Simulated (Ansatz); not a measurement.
# AgC (built on the sites of a database entry of LiC): a soft mode frozen in, part 3 of 3

Aim: this structure of AgC (built on the sites of a database entry of LiC) is to be tested for unstable modes, and one is followed downhill.

Ansatz 0.2.0; DFT PBEsol, scalar-relativistic, plane waves, PAW.

So far. Step 5 (Energy along the mode, all amplitudes (two of the runs …): The lowest of the steps tried is at 0.22 Å, 2.92 meV/atom below the parent; the bottom of the well need not coincide with a step. Step 7 (The new phase in its own primitive cell): The largest force component left is 0.26 meV/Å and the pressure is -0.002 GPa, within the tolerances set. The cell now holds 13.81 Å³/atom.

The structure was built from a prototype and need not be the compound's stable phase.

**8. Modes of the new phase**

A relaxed structure may still be a saddle point, so its zone-centre modes are computed. The response to a homogeneous field gives the Born charges and the dielectric tensor, and its change with displacement the Raman tensors.

File input.yaml:

```yaml
crystal:
  lattice:
    - [-2.380030794, 3.1506647308, 1.8419868353]
    - [2.380030794, -3.1506647308, 1.8419868353]
    - [2.380030794, 3.1506647308, -1.8419868353]
  atoms:
    - { symbol: Ag, position: [0.7531520375, 0.470929427, 0.2822226105] }
    - { symbol: Ag, position: [0.1887068165, 0.470929427, 0.7177773895] }
    - { symbol: C, position: [0.0843340189, 0.9489912052, 0.8646571864] }
    - { symbol: C, position: [0.0843340189, 0.2196768325, 0.1353428136] }
kpoints:
  mp_grid: { grid: [8, 8, 8] }
hamiltonian:
  xc: pbesol
scf:
  occupations: { method: fixed }
output:
  eigenvalues: true
phonons:
  method: dfpt
  dielectric: true
  rigid_motions: translations
  raman: true
```

Command:

```console
> ansatz run input.yaml --threads 8 --pin off --max-ram 14336MiB --backend cpu --events-out ev --progress --plain --runs-dir out
```

Numbers of over 12 decimals in the logs are rounded to 6 here.

The log of the run:

```text
[...]
Crystal: 4 atoms, lattice volume = 55.250 Å³
Basis set: ecut = 420 eV, 1087 PW (Γ), exchange–correlation on 60×60×60 points (8 copies of the dense FFT grid, shifted against one another)
Bands: 28, of which v1, the nominal top of the filled ones, is band 23 counted from 1 (22 counted from 0)
Symmetry: 4 space group operations
k-points: 260 of 512 (irreducible under 1 space group operation, time reversal used)
[...]
SCF iter   1: F=—  HF=-15533.951044 eV  |F-HF|=—  |Δ(HF+E_count)|=         —  Δρ=1.23e-2  dr2=9.45e-2  ethr=1.77e-3  ⟨swp⟩=4.0  Hψ=22313  notcnv=0  defer=577
[...]
SCF iter   9: F=-15533.923784 eV  HF=-15533.923784 eV  |F-HF|=0.00e0  |Δ(HF+E_count)|=  1.71e-10  Δρ=2.34e-7  dr2=1.09e-11  ethr=1.00e-12  ⟨swp⟩=11.0  Hψ=39812  notcnv=0
SCF 1 converged in 9 iterations: F = -15533.923784 eV  dr2 = 1.09e-11
[...]
NSCF: frozen V_eff on 4 k-points
DFPT response loops at Γ: preconditioner auto → Resta (q_TF=auto, 2.646 Å⁻¹)  ε∞=9.3 (no band partly filled); β = 1.00, the filter's whole step (`scf.mixing.beta` (0.50) is not read by the response loops at its default; to damp them type it under 1.00, their step now; it binds the ground state too); Broyden in place of MSR1
── the response to a field inside a basis, on 12×12×10 k-points: an SCF that follows is theirs, and a resumed run solves both again ──
Bands: 24, of which v1, the nominal top of the filled ones, is band 23 counted from 1 (22 counted from 0)
k-points: 720
[...]
Eigensolver: Dense (720 Hₖ)
SCF iter   1: F=—  HF=-15533.912659 eV  |F-HF|=—  |Δ(HF+E_count)|=         —  Δρ=3.38e-4  dr2=9.57e-6  ethr=1.00e-1
[...]
SCF iter   6: F=-15533.912668 eV  HF=-15533.912668 eV  |F-HF|=1.82e-12  |Δ(HF+E_count)|=  2.78e-10  Δρ=2.47e-7  dr2=2.03e-11  ethr=4.39e-12
SCF 1 converged in 6 iterations: F = -15533.912668 eV  dr2 = 2.03e-11
[...]
WARN: field response: ε∞ stands inside a basis, on 12×12×10 points; the force constants stand on the 8×8×8 k-mesh, whose period is 9.65 times the interband length at k = (0.0000, 0.0000, 0.0000), direct gap 0.810 eV, under 14: take them and everything formed from them as unconverged, and compare with a denser kpoints.mp_grid
SCF converged after 9 iterations
Free energy (F): -15533.923784 eV
[...]
Internal energy: -15533.923784 eV  (E = F + TS)
E sigma→0 (E₀):  -15533.923784 eV
Fermi energy:    11.977731 eV
[...]
--- Band table (eV; the first three rows and the last of 260) ---
  k-point 0: bands = [... 19 lower, 9.3758, 10.9132, 11.2931, 11.8608, 12.6704, 16.0779, 16.6170, 19.6270, ... 1 higher]
  k-point 1: bands = [... 19 lower, 9.3034, 10.7557, 10.8618, 11.6608, 13.2901, 16.0688, 16.6013, 19.1344, ... 1 higher]
  k-point 2: bands = [... 19 lower, 9.1106, 10.0396, 10.7418, 11.5398, 13.9906, 16.2334, 16.4984, 18.7013, ... 1 higher]
  k-point 259: bands = [... 19 lower, 8.7752, 9.2886, 9.6350, 10.2816, 16.6759, 16.8854, 17.5054, 17.5934, ... 1 higher]
--- Phonons (Γ-DFPT): 6 representative perturbations + reference, on 260 of 512 k-points (Σ response iterations 20) ---
  k mesh reduced under 1 symmetry operation, with k and −k counted as one. Each operation leaves every solved perturbation unchanged. A smaller set is not considered because the run solves the response to a homogeneous field
  ASR residual: 6.454e-5 → 0.000e0 eV/Å²; symmetrization residual: 1.758e-6 eV/Å²
  ASR residual per site (eV/Å²): 6.01e-5 6.01e-5 6.45e-5 6.45e-5
[...]
ε∞ (high-frequency dielectric tensor):
        8.966422     0.000000     0.000000
        0.000000    11.279950     0.000000
        0.000000     0.000000     6.360374
  ε⁰ (static dielectric tensor: ions relaxed, cell fixed):
        9.567654    -0.000000    -0.000000
       -0.000000    22.067559    -0.000000
       -0.000000    -0.000000     8.840655
  ε⁰ − ε∞ (ionic part):
        0.601232    -0.000000    -0.000000
       -0.000000    10.787609    -0.000000
       -0.000000    -0.000000     2.480282
  softest optical mode at Γ: 42.60 cm⁻¹; the repairs (sum rule, projections) moved no ω² at Γ by more than (1.40 cm⁻¹)²
  Born effective charges Z* (e; rows j = field, columns β = displacement):
    site 0:
         0.55718    0.00000    0.00000
         0.00000    0.84905   -0.50810
         0.00000   -0.18634    0.61678
    site 1:
         0.55718    0.00000    0.00000
         0.00000    0.84905    0.50810
         0.00000    0.18634    0.61678
    site 2:
        -0.55718    0.00000    0.01363
         0.00000   -0.84905    0.00000
        -0.34362   -0.00000   -0.61678
    site 3:
        -0.55718    0.00000   -0.01363
         0.00000   -0.84905    0.00000
         0.34362    0.00000   -0.61678
  Z* charge neutrality: 3.318e-3 e pre-enforcement
  solved inside a basis spanned on kpoints, on 12×12×10 k-points transformed towards the longest dipole: ε∞ is read to err by 3.5e-2, Z* by 2.1e-2 e (field_mesh: kpoints solves on kpoints); Z* is corrected for what the basis lacks
  Raman tensors (in the event stream and the table raman_tensors.tsv): an entry may err by 2.9e-2 Å², one of the second-order susceptibility by 2.9e-2 pm/V (basis, points and sum rule); their sum over the sites missed zero by 2.373e-4 Å² ahead of its enforcement
  optical modes at Γ without the LO–TO term, one row a degenerate level:
      ω (cm⁻¹)  modes    IR ((D/Å)²/amu)  static Raman (Å⁴/amu)  depolarisation
         42.60      1             0.4636               130.9933           0.750
        106.60      1             0.0000                57.6631           0.750
        128.00      1             0.7258                37.9172           0.220
        210.32      1             0.8750               552.8519           0.380
        227.49      1             0.2099                51.8274           0.750
        311.30      1             1.1162                98.4463           0.750
        326.07      1             0.0000                23.2681           0.750
        336.98      1             2.7245                 7.0219           0.750
       1704.31      1             0.4918             54929.6488           0.069
  optical modes at Γ + LO–TO along q̂ = [1.0000, 0.0000, 0.0000]:
      ω (cm⁻¹)  modes    IR ((D/Å)²/amu)  static Raman (Å⁴/amu)  depolarisation
         42.60      1             0.4636               130.9933           0.750
        106.60      1             0.0000                57.6631           0.750
        128.00      1             0.7258                37.9172           0.220
        210.32      1             0.8750               552.8519           0.380
        229.28      1             0.1706                58.7497           0.750
        319.07      1             1.1556                89.7423           0.750
        326.07      1             0.0000                23.2681           0.750
        336.98      1             2.7245                 7.0219           0.750
       1704.31      1             0.4918             54929.6488           0.069
  optical modes at Γ + LO–TO along q̂ = [0.0000, 1.0000, 0.0000]:
      ω (cm⁻¹)  modes    IR ((D/Å)²/amu)  static Raman (Å⁴/amu)  depolarisation
         57.25      1             0.3937                91.7396           0.750
        106.60      1             0.0000                57.6631           0.750
        128.00      1             0.7258                37.9172           0.220
        210.32      1             0.8750               552.8519           0.380
        227.49      1             0.2099                51.8274           0.750
        311.30      1             1.1162                98.4463           0.750
        326.07      1             0.0000                23.2681           0.750
        350.71      1             2.7944                55.7412           0.750
       1704.31      1             0.4918             54929.6488           0.069
  optical modes at Γ + LO–TO along q̂ = [0.0000, 0.0000, 1.0000]:
      ω (cm⁻¹)  modes    IR ((D/Å)²/amu)  static Raman (Å⁴/amu)  depolarisation
         42.60      1             0.4636               130.9933           0.750
        106.60      1             0.0000                57.6631           0.750
        141.40      1             0.4748                36.0568           0.158
        224.34      1             1.1226               837.4057           0.335
        227.49      1             0.2099                51.8274           0.750
        311.30      1             1.1162                98.4463           0.750
        326.07      1             0.0000                23.2681           0.750
        336.98      1             2.7245                 7.0219           0.750
       1705.19      1             0.4951             53617.3234           0.068
```

Run time: 12 min. Hardware: 8 threads of Intel Xeon Platinum 8259CL at 2.50GHz (Skylake/Cascade Lake), shared host; peak memory 6 GiB.

This step gave:

```yaml
gap_on_the_k_mesh: 0.6927 eV
sum_rule_residual_before_enforcement: 6.45e-5 eV/Å²
miss_of_the_charge_sum_rule: 0.003318 e
estimated_error_of_the_dielectric_tensor: 0.03466
estimated_error_of_the_born_charges: 0.02137 e
point_group: mm2
highest_optical_mode_at_the_zone_centre_no_lo_to_term: 1704 cm⁻¹
lowest_optical_zone_centre_mode: 42.6 cm⁻¹
mean_high_frequency_dielectric_constant: 8.869
largest_born_charge_third_of_the_trace: 0.6743 e
mean_static_dielectric_constant: 13.49
top_of_the_zone_centre_spectrum_with_the_field: 1705 cm⁻¹
```

Without the LO-TO term. Patterns of degenerate modes are one choice out of their space. The modes at Γ (shares of kinetic energy by element, %):

```tsv
mode	frequency (cm⁻¹)	symmetry	Ag %	C %
1	0.0	acoustic	90	10
2	0.0	acoustic	90	10
3	0.0	acoustic	90	10
4	42.6	B2	96	4
5	106.6	A2	96	4
6	128.0	A1	69	31
7	210.3	A1	41	59
8	227.5	B1	1	99
9	311.3	B1	9	91
10	326.1	A2	4	96
11	337.0	B2	14	86
12	1704.3	A1	0	100
```

Displacements in mode 4 (42.6 cm⁻¹), the largest set to 1:
```
Ag1  0.00 -0.07  1.00
Ag2  0.00 -0.07 -1.00
C3   0.00  0.59  0.00
C4   0.00  0.59  0.00
```

Displacements in mode 7 (210.3 cm⁻¹), the largest set to 1:
```
Ag1  0.00 -0.26 -0.11
Ag2  0.00  0.26 -0.11
C3  -0.04  0.00  1.00
C4   0.04  0.00  1.00
```

Optical modes at the zone centre, without and with the macroscopic field of the longitudinal modes; each column is sorted by frequency, so a row need not hold one and the same mode. Modes with and without the field, by row:

```tsv
rank among optical modes	no field (cm⁻¹)	q along (1, 0, 0) (cm⁻¹)	q along (0, 1, 0) (cm⁻¹)	q along (0, 0, 1) (cm⁻¹)
1	42.6	42.6	57.2	42.6
2	106.6	106.6	106.6	106.6
3	128	128	128	141.4
4	210.3	210.3	210.3	224.3
5	227.5	229.3	227.5	227.5
6	311.3	319.1	311.3	311.3
7	326.1	326.1	326.1	326.1
8	337	337	350.7	337
9	1704	1704	1704	1705
```

Born charge (rows field, columns displacement) (e), principal values of the symmetric part by kind of site:

```tsv
atom	atoms with these values	low	middle	high	mean
Ag1	2	0.3668	0.5572	1.0990	0.6743
C3	2	-0.8490	-0.7547	-0.4193	-0.6743
```

In full for C3:

```
-0.5572  0.0000  0.0136
 0.0000 -0.8490  0.0000
-0.3436  0.0000 -0.6168
```

High-frequency dielectric tensor:

```
 8.97  0.00  0.00
 0.00 11.28  0.00
 0.00  0.00  6.36
```

Static dielectric tensor (ions relaxed, fixed cell):

```
 9.57  0.00  0.00
 0.00 22.07  0.00
 0.00  0.00  8.84
```

Transverse modes. Infrared lines, with heights relative to the strongest:

```tsv
position (cm⁻¹)	label	relative intensity
43	B2	17
107	A2	0.0
128	A1	27
210	A1	32
228	B1	7.7
311	B1	41
326	A2	0.0
337	B2	100
1704	A1	18
```

Activity x (w_L - w)^4 (n + 1)/w, 532 nm, 300 K; the tensors are static ones, while 532 nm light lies above the computed direct gap, where resonance would change the heights; modes without the macroscopic field alone. Lines of the Raman spectrum (strongest = 100):

```tsv
position (cm⁻¹)	label	relative intensity
43	B2	75
107	A2	6.0
128	A1	2.9
210	A1	18
228	B1	1.5
311	B1	1.7
326	A2	0.4
337	B2	0.1
1704	A1	100
```

Before it was imposed, the acoustic sum rule was missed by 6.5e-5 eV/Å² and the charge sum rule by 0.0033 e. Small misses are needed for a sound result but don't prove that mesh and cutoff are converged. The lowest optical mode is real, 42.6 cm⁻¹.

The log warns of the k mesh: “the force constants stand on the 8×8×8 k-mesh, whose period is 9.65 times the interband length at k = (0.0000, 0.0000, 0.0000), direct gap 0.810 eV, under 14: take them and everything formed from them as unconverged”.

**9. The phases reached**

The phases reached along the modes that were followed are set side by side.

Energies are those of the first relaxation, on the mesh of the frozen mode; space group, volume and gap are those of the last relaxation. Phases, by row:

```tsv
mode frozen in	space group	energy from parent (meV/atom)	volume (Å³/atom)	gap on mesh (eV)	lowest zone-centre optical mode (cm⁻¹)	largest shift (Å)
parent	Immm	0	13.49	0.725	–	–
q = (0, 0, 0), 96i cm⁻¹	Imm2	-7.14	13.81	0.693	42.6	0.209
```

**10. Outcome**

```yaml
unstable_mode_of_the_parent: q = (0, 0, 0), 96i cm⁻¹
depth_at_the_lowest_point_sampled: 2.92 meV/atom
largest_atomic_shift_at_that_point: 0.22 Å
space_group_reached_within_0p01_a: Imm2
energy_gained_over_the_parent_first_relaxation_on_the_mesh_of_the_frozen_mode: 7.14 meV/atom
volume_per_atom_phase_reached: 13.8 Å³
gap_on_the_k_mesh_phase_reached: 0.693 eV
lowest_optical_zone_centre_mode_phase_reached: 42.6 cm⁻¹
highest_optical_mode_at_the_zone_centre_no_lo_to_term_phase_reached: 1704 cm⁻¹
```

Along this mode the structure falls into Imm2, 7.14 meV/atom below the parent. At the parent's cell the well is 2.92 meV/atom deep on the steps tried, with its lowest point at a shift of 0.22 Å. Relaxing atoms and cell changes the gain by +4.22 meV/atom against the lowest step (energies at zero smearing). The new phase has no imaginary mode at the zone centre of its cell; other wavevectors were not checked. Each path keeps the symmetry of its pattern, so a lower phase may lie along a pattern not tried. With the field response the log warns that the k mesh is coarse for the force constants too, so the frequencies may not be converged. The q mesh stands for a supercell only 7.1 Å across, so branches between the solved wavevectors are rough. The program warns that the interpolation holds no quadrupole term, so branches close to Γ can be off in this crystal. The starting cell was built on a prototype and not taken from a measurement, so the phase need not exist.

[Logs are printed without paths, hosts, clocks, repeated set-up lines and the standing remarks that a program may print on its own settings, such as how far it seeks lower states.]

[Hosts, paths, dates, database ids (printed as entryN), source tags and the programs' standing remarks are cut or masked in the printed files.]
